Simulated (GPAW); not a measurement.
# How NaCl absorbs and reflects light

Aim: the dielectric function of NaCl, and the optical constants that follow from it. The cell comes from an older database entry, whose edges can differ from later determinations, mostly by under a per cent.

Main program and level: GPAW 26.7.0; DFT, PBE, plane-wave PAW (GPAW data sets), scalar-relativistic, RPA, optical limit.

The database entry behind the starting cell differs from later determinations by our own check (an axis about 0.4 % short against later determinations), so it need not match the best structure at ambient conditions.

## (1) Set-up

The structure is cubic, space group Fm-3m (No. 225). The conventional cell has a = 5.620 Å, b = 5.620 Å, c = 5.620 Å, α = 90.00°, β = 90.00°, γ = 90.00°. Nearest to Cl lie 6 Na at 2.81 Å. Na has 6 Cl at 2.81 Å nearest. Farther neighbours and most contacts between anions are not listed.

## (2) Ground state

First the ground state: is it a metal or has it a gap?

This step: DFT, PBE, plane-wave PAW (GPAW data sets), scalar-relativistic, ground state (GPAW 26.7.0).

gs.py reads:

```python
from ase import Atoms
from ase.dft.bandgap import bandgap
from gpaw import GPAW, PW, FermiDirac

atoms = Atoms(['Cl', 'Na'],
              cell=[[0.000000000000, 2.810000000000, 2.810000000000],
                    [2.810000000000, 0.000000000000, 2.810000000000],
                    [2.810000000000, 2.810000000000, 0.000000000000]],
              scaled_positions=[[0.500000000000, 0.500000000000, 0.500000000000],
                                [0.000000000000, 0.000000000000, 0.000000000000]],
              pbc=[True, True, True])
atoms.calc = GPAW(mode=PW(500), xc='PBE', kpts={'size': (7, 7, 7), 'gamma': True},
                  occupations=FermiDirac(0.05), maxiter=150, txt='gs.txt')
print('energy (eV)', atoms.get_potential_energy())
print('Fermi level (eV)', atoms.calc.get_fermi_level())
print('valence electrons', atoms.calc.get_number_of_electrons())
print('gap (eV)', bandgap(atoms.calc, output=None)[0])
print('direct gap (eV)', bandgap(atoms.calc, direct=True, output=None)[0])
atoms.calc.write('gs.gpw')
```

The run is started by

```bash
$ OMP_NUM_THREADS=1 python gs.py
```

Numbers of over 12 decimals in the logs are rounded to 6 here.

Log:

```text
__  _  _
 | _ |_)|_||  |
 |__||  | ||/\| - 26.7.0

Versions:
  Python: 3.12.14
  ASE:    3.29.0
  Numpy:  2.5.5
  Scipy:  1.18.1
  Libxc:  7.0.0

Input parameters:
  mode=PW(ecut=500.0),
  kpts=MonkhorstPack(size=(7, 7, 7), gamma=True),
  maxiter=150,
  occupations=Occupations(name='fermi-dirac', width=0.05, fixmagmom=False),
  xc=XC(name='PBE')

Diagonalizing LCAO Hamiltonian
Converting LCAO to pw mode

                Cl

       Na

Atoms  # Å, Bohr magnetons
|   | symbol |        x |        y |        z |    initial magnetic moments |
| 0 |     Cl | 2.810000 | 2.810000 | 2.810000 | ( 0.0000,  0.0000,  0.0000) |
| 1 |     Na | 0.000000 | 0.000000 | 0.000000 | ( 0.0000,  0.0000,  0.0000) |

Unit cell  # Å
| periodic |        x |        y |        z |  lengths |    angles |
|      yes | 0.000000 | 2.810000 | 2.810000 | 3.973940 | 60.000000 |
|      yes | 2.810000 | 0.000000 | 2.810000 | 3.973940 | 60.000000 |
|      yes | 2.810000 | 2.810000 | 0.000000 | 3.973940 | 60.000000 |

Number of symmetries: 48
Symmetry operations  # r_c * U_cc + t_c -> r_c
|    | kind |            matrix            |
|  0 |  σ   |  1, 0, 0,  1, 0,-1,  1,-1, 0 |
|  1 |  C2  |  1, 0, 0,  1,-1, 0,  1, 0,-1 |
|  2 |  E   |  1, 0, 0,  0, 1, 0,  0, 0, 1 |
|  3 |  σ   |  1, 0, 0,  0, 0, 1,  0, 1, 0 |
|  4 |  C4  |  1, 0,-1,  1, 0, 0,  1,-1, 0 |
|  5 |  S6  |  1, 0,-1,  1,-1, 0,  1, 0, 0 |
|  6 |  σ   |  1, 0,-1,  0, 1,-1,  0, 0,-1 |
|  7 |  C3  |  1, 0,-1,  0, 0,-1,  0, 1,-1 |
|  8 |  S6  |  1,-1, 0,  1, 0, 0,  1, 0,-1 |
|  9 |  C4  |  1,-1, 0,  1, 0,-1,  1, 0, 0 |
| 10 |  C3  |  1,-1, 0,  0,-1, 1,  0,-1, 0 |
| 11 |  σ   |  1,-1, 0,  0,-1, 0,  0,-1, 1 |
| 12 |  σ   |  0, 1, 0,  1, 0, 0,  0, 0, 1 |
| 13 |  C4  |  0, 1, 0,  0, 1,-1, -1, 1, 0 |
| 14 |  C3  |  0, 1, 0,  0, 0, 1,  1, 0, 0 |
| 15 |  S6  |  0, 1, 0, -1, 1, 0,  0, 1,-1 |
| 16 |  C2  |  0, 1,-1,  1, 0,-1,  0, 0,-1 |
| 17 |  σ   |  0, 1,-1,  0, 1, 0, -1, 1, 0 |
| 18 |  S4  |  0, 1,-1,  0, 0,-1,  1, 0,-1 |
| 19 |  C4  |  0, 1,-1, -1, 1, 0,  0, 1, 0 |
| 20 |  C3  |  0, 0, 1,  1, 0, 0,  0, 1, 0 |
| 21 |  σ   |  0, 0, 1,  0, 1, 0,  1, 0, 0 |
| 22 |  S6  |  0, 0, 1,  0,-1, 1, -1, 0, 1 |
| 23 |  C4  |  0, 0, 1, -1, 0, 1,  0,-1, 1 |
| 24 |  S4  |  0, 0,-1,  1, 0,-1,  0, 1,-1 |
| 25 |  C3  |  0, 0,-1,  0, 1,-1,  1, 0,-1 |
| 26 |  C2  |  0, 0,-1,  0,-1, 0, -1, 0, 0 |
| 27 |  S6  |  0, 0,-1, -1, 0, 0,  0,-1, 0 |
| 28 |  S4  |  0,-1, 1,  1,-1, 0,  0,-1, 0 |
| 29 |  C4  |  0,-1, 1,  0, 0, 1, -1, 0, 1 |
| 30 |  C2  |  0,-1, 1,  0,-1, 0,  1,-1, 0 |
| 31 |  σ   |  0,-1, 1, -1, 0, 1,  0, 0, 1 |
| 32 |  C3  |  0,-1, 0,  1,-1, 0,  0,-1, 1 |
| 33 |  S6  |  0,-1, 0,  0, 0,-1, -1, 0, 0 |
| 34 |  S4  |  0,-1, 0,  0,-1, 1,  1,-1, 0 |
| 35 |  C2  |  0,-1, 0, -1, 0, 0,  0, 0,-1 |
| 36 |  C2  | -1, 1, 0,  0, 1, 0,  0, 1,-1 |
| 37 |  S6  | -1, 1, 0,  0, 1,-1,  0, 1, 0 |
| 38 |  S4  | -1, 1, 0, -1, 0, 1, -1, 0, 0 |
| 39 |  C3  | -1, 1, 0, -1, 0, 0, -1, 0, 1 |
| 40 |  S6  | -1, 0, 1,  0, 0, 1,  0,-1, 1 |
| 41 |  C2  | -1, 0, 1,  0,-1, 1,  0, 0, 1 |
| 42 |  C3  | -1, 0, 1, -1, 1, 0, -1, 0, 0 |
| 43 |  S4  | -1, 0, 1, -1, 0, 0, -1, 1, 0 |
| 44 |  C2  | -1, 0, 0,  0, 0,-1,  0,-1, 0 |
| 45 |  i   | -1, 0, 0,  0,-1, 0,  0, 0,-1 |
| 46 |  σ   | -1, 0, 0, -1, 1, 0, -1, 0, 1 |
| 47 |  C2  | -1, 0, 0, -1, 0, 1, -1, 1, 0 |

BZ-sampling:
  Number of BZ points: 343
  Number of IBZ points: 20

  Monkhorst-Pack size: [7, 7, 7]
  Monkhorst-Pack shift: [0, 0, 0]

K-points  # in reciprocal-cell coordinates
|     |                                coordinates |     weight |
|   0 | (  0.00000000,   0.00000000,   0.00000000) | 0.00291545 |
|   1 | (  0.14285714,   0.14285714,   0.00000000) | 0.01749271 |
|   2 | (  0.14285714,   0.14285714,   0.14285714) | 0.02332362 |
|   3 | (  0.28571429,   0.14285714,   0.14285714) | 0.03498542 |
|   4 | (  0.28571429,   0.28571429,   0.00000000) | 0.01749271 |
|   5 | (  0.28571429,   0.28571429,   0.14285714) | 0.06997085 |
|   6 | (  0.28571429,   0.28571429,   0.28571429) | 0.02332362 |
|   7 | (  0.42857143,  -0.28571429,  -0.28571429) | 0.03498542 |
|   8 | (  0.42857143,   0.28571429,  -0.42857143) | 0.13994169 |
|   9 | (  0.42857143,   0.28571429,  -0.28571429) | 0.06997085 |
| ... |                                            |            |
|  19 | (  0.42857143,   0.42857143,   0.42857143) | 0.02332362 |

Plane wave coefficients: 1143
Cutoff: 500.0 eV

Spin-components: 1 (collinear spins)
Bands:           11
Projectors:      10
Spin-degeneracy: 2
Datatype:        complex128

Parallelization:
  kpt:    1
  domain: 1
  band:   1

Density:
  Valence electrons: 14.0
  Components: 1
  Grid points: [21 21 21]
  Charge: 0.0  # |e|

Potential:
  Grid points: [21 21 21]

species:
  Cl:
    name:    Chlorine
    id:
    Z:       17.0
    valence: 7
    core:    10
    charge:  0.0  # [|e|]
    compensation charges:
      type: gauss
      rc: 0.25  # [Å]
      lmax: 2
    cutoffs:
      filter: 1.40  # [Å]
      core: 1.49  # [Å]
    projectors
    | kind |    occ | energy [eV] | rcut [Å] |
    |   3s |  2.000 |     -20.689 |    0.794 |
    |   3p |  5.000 |      -8.594 |    0.794 |
    |    s |        |       6.523 |    0.794 |
    |    p |        |      18.617 |    0.794 |
    |    d |        |       0.000 |    0.794 |

    Using partial waves for Cl as LCAO basis

  Na:
    name:    Sodium
    id:
    Z:       11.0
    valence: 7
    core:    4
    charge:  0.0  # [|e|]
    compensation charges:
      type: gauss
      rc: 0.37  # [Å]
      lmax: 2
    cutoffs:
      filter: 2.17  # [Å]
      core: 2.59  # [Å]
    projectors
    | kind |    occ | energy [eV] | rcut [Å] |
    |   3s |  1.000 |      -2.744 |    1.201 |
    |   2p |  6.000 |     -28.672 |    1.217 |
    |   3p |  0.000 |      -0.743 |    1.217 |
    |    s |        |      24.468 |    1.201 |
    |    d |        |       0.000 |    1.238 |

    Using partial waves for Na as LCAO basis

Reference energy: -16973.559893  # eV

eigensolver:
  PPCG
  Converge bands: occupied
  niter=2

density mixing:
  MSR1-Mixer
  Pratt-step length: 0.05
  Maximum mixing coefficient: 0.75
  Old densities: 10
  SVD Regularization: 0.005
  Good broyden scale: 1.0
  Trust region scale: 1.0
  Backstep threshold: 4.0
  History deletion threshold: 6.0
  Fourier metric: weight=20.0, sigma=0.015

occupation numbers:
  Fermi-Dirac:
    width: 0.0500  # eV

poisson solver:
  ecut: 4000.0  # eV

xc functional:
  name: PBE with 2 nearest neighbor stencil

convergence criteria:
- Maximum [total energy] change in last 3 cyles: 0.0005 eV / valence electron
- Maximum integral of absolute [dens]ity change: 0.0001 electrons / valence electron
- Maximum integral of absolute [eigenst]ate change: 4e-08 eV^2 / valence electron
maximum number of iterations: 150

SCF iterations
|iter     |      energy | eigst |  dens |
|iter:   1||   -6.817264 | -0.84 |       |
|iter:   2||   -6.801291 | -2.90 | -1.33 |
|iter:   3||   -6.749377 | -2.04 | -1.36 |
|iter:   4||   -6.755361 | -3.67 | -1.85 |
|iter:   5||   -6.756638 | -4.29 | -2.32 |
|iter:   6||   -6.756664c| -5.64 | -3.32 |
|iter:   7||   -6.756669c| -6.62 | -3.71 |
|iter:   8||   -6.756669c| -8.16c| -4.86c|

Converged in 8 steps
SCF loop duration: 4.861 s (0.608 s/step)
Energy contributions relative to reference atoms: (reference = -16973.559893)

Energy contributions:
  Kinetic:           8.681404
  Coulomb:          -8.527753
  Zero:             -0.024453
  External:          0.000000
  Xc:               -6.885868
  Entropy:           0.000000
  Spinorbit:         0.000000
  ----------------------------
  Free energy:      -6.756669
  Extrapolated:     -6.756669

dipole moment: (-5.240526, -5.240526, -5.240526)  # |e|*Ang

Fermi level: 1.589
Eigenvalues  # (at kpt = [0.000, 0.000, 0.000])
| band index |      eig [eV] | occ [0-2] |
|          0 |       -21.253 |     2.000 |
|          1 |       -21.253 |     2.000 |
|          2 |       -21.253 |     2.000 |
|          3 |       -13.141 |     2.000 |
|          4 |        -0.462 |     2.000 |
|          5 |        -0.462 |     2.000 |
|          6 |        -0.462 |     2.000 |
|          7 |         4.696 |     0.000 |
|          8 |        16.864 |     0.000 |
|          9 |        16.864 |     0.000 |
|         10 |        16.864 |     0.000 |

Gap: 5.158 eV
Transition (v -> c):
  (s=0, k=0, n=6, [0.00, 0.00, 0.00]) -> (s=0, k=0, n=7, [0.00, 0.00, 0.00])
No difference between direct/indirect transitions

--- standard output ---
energy (eV) -6.756669
Fermi level (eV) 1.589351
valence electrons 14.0
gap (eV) 5.158247
direct gap (eV) 5.158247
```

Wall time 6.6 s (1 thread of Arm Neoverse V1, shared host); peak memory 0.13 GiB.

Numbers from this step:

* energy: -6.757 eV
* Fermi energy: 1.589 eV
* gap on the k-mesh: 5.158 eV
* direct gap on the mesh: 5.158 eV
* electrons: 14

There is a gap, 5.16 eV on this mesh (points off the mesh can give less), so no carriers' term is needed.

## (3) Bands for the response

At the fixed density, many empty bands are solved on the mesh of the response, since the spectrum sums over them.

This step: DFT, PBE, plane-wave PAW (GPAW data sets), scalar-relativistic, bands at fixed density (GPAW 26.7.0).

nscf.py reads:

```python
from ase.dft.bandgap import bandgap
from gpaw import GPAW, FermiDirac

calc = GPAW('gs.gpw').fixed_density(kpts={'size': (11, 11, 11), 'gamma': True}, nbands=37, convergence={'bands': 31},
                                    occupations=FermiDirac(0.001), txt='nscf.txt')
print('gap (eV)', bandgap(calc, output=None)[0])
print('direct gap (eV)', bandgap(calc, direct=True, output=None)[0])
print('top band over the Fermi level (eV)', min(calc.get_eigenvalues(kpt=k)[30] for k in range(len(calc.get_ibz_k_points()))) - calc.get_fermi_level())
calc.write('full.gpw', mode='all')
```

The run is started by

```bash
$ OMP_NUM_THREADS=1 python nscf.py
```

Log:

```text
Diagonalizing LCAO Hamiltonian
Converting LCAO to pw mode
convergence criteria:
- Maximum integral of absolute [eigenst]ate change: 4e-08 eV^2 / valence electron
maximum number of iterations: 150

SCF iterations
|iter     |      energy | eigst |  dens |
|iter:   1||             | +3.49 |       |
|iter:   2||             | +1.89 |       |
|iter:   3||             | +0.17 |       |
|iter:   4||             | -0.91 |       |
|iter:   5||             | -2.27 |       |
|iter:   6||             | -3.50 |       |
|iter:   7||             | -4.73 |       |
|iter:   8||             | -5.84 |       |
|iter:   9||             | -6.57 |       |
|iter:  10||             | -7.16 |       |
|iter:  11||             | -7.66c|       |
SCF steps: 11
  __  _  _
 | _ |_)|_||  |
 |__||  | ||/\| - 26.7.0

Versions:
  Python: 3.12.14
  ASE:    3.29.0
  Numpy:  2.5.5
  Scipy:  1.18.1
  Libxc:  7.0.0

Input parameters:
  mode=PW(ecut=500.0),
  convergence={'bands': 31},
  gpts=array([21, 21, 21]),
  kpts=MonkhorstPack(size=(11, 11, 11), gamma=True),
  maxiter=150,
  nbands=37,
  occupations=Occupations(name='fermi-dirac', width=0.001, fixmagmom=False),
  parallel={},
  xc=XC(name='PBE')

--- standard output ---
gap (eV) 5.158247
direct gap (eV) 5.158247
top band over the Fermi level (eV) 32.008863
```

Wall time 53 s (1 thread); peak memory 0.19 GiB.

(Part 1 of 2 ends here.)

[Machine, clock and banner lines and Python warnings are left out of the logs.]

[Logs are printed without paths, hosts, clocks, repeated set-up lines and the standing remarks that a program may print on its own settings, such as how far it seeks lower states.]

[Hosts, paths, dates, database ids (printed as entryN), source tags and the programs' standing remarks are cut or masked in the printed files.]
